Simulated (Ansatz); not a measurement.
Rows from a G0W0 calculation on WS2 (Tungstenite) (Ansatz 0.2.0; G0W0 on PBE, plane waves, PAW; 6×6×2 mesh, 703 empty bands, screening to 200 eV), in eV. Spin-orbit coupling is left out.

The database entry behind the starting cell differs from later determinations by our own check (an axis about 1.4 % long against later determinations), so it need not match the best structure at ambient conditions.

```csv
row,k,band,start,Σx,Σc at the solution,Vxc
A,"(0.167, 0.167, 0.000)",c1,12.312,-12.925,-3.919,-16.889
B,"(0.167, 0.167, 0.000)",c2,13.054,-14.166,-4.360,-18.651
C,"(0.167, 0.167, 0.000)",v1,9.775,-19.510,1.085,-18.032
D,Γ,v2,10.173,-18.178,0.810,-16.954
E,Γ,c1,13.511,-13.716,-4.455,-18.359
F,Γ,v1,11.265,-19.439,0.307,-18.764
```

**Question.** Work out each quasiparticle level and how far it moved.

The quasiparticle equation reads E = start + Σx + Σc(E) − Vxc.

```csv
row,E (eV),shift (eV)
A,12.358,+0.046
B,13.179,+0.125
C,9.382,−0.393
D,9.759,−0.414
E,13.698,+0.188
F,10.898,−0.367
```

The gap over the computed points goes from 1.05 eV to 1.46 eV.

Limits: not at the basis limit; no spin-orbit coupling.

[Paths, hosts, dates, memory and timing lines, banners, echoed tables and standing remarks are left out of the program output.]

[Logs are printed without paths, hosts, clocks, repeated set-up lines and the standing remarks that a program may print on its own settings, such as how far it seeks lower states.]

[Runs of the session that timed out or met a known fault of the program may be left out.]

[Cells called generated may have been cut or substituted from an entry of the Crystallography Open Database or the Materials Project.]

[Hosts, paths, dates, database ids (printed as entryN), source tags and the programs' standing remarks are cut or masked in the printed files.]
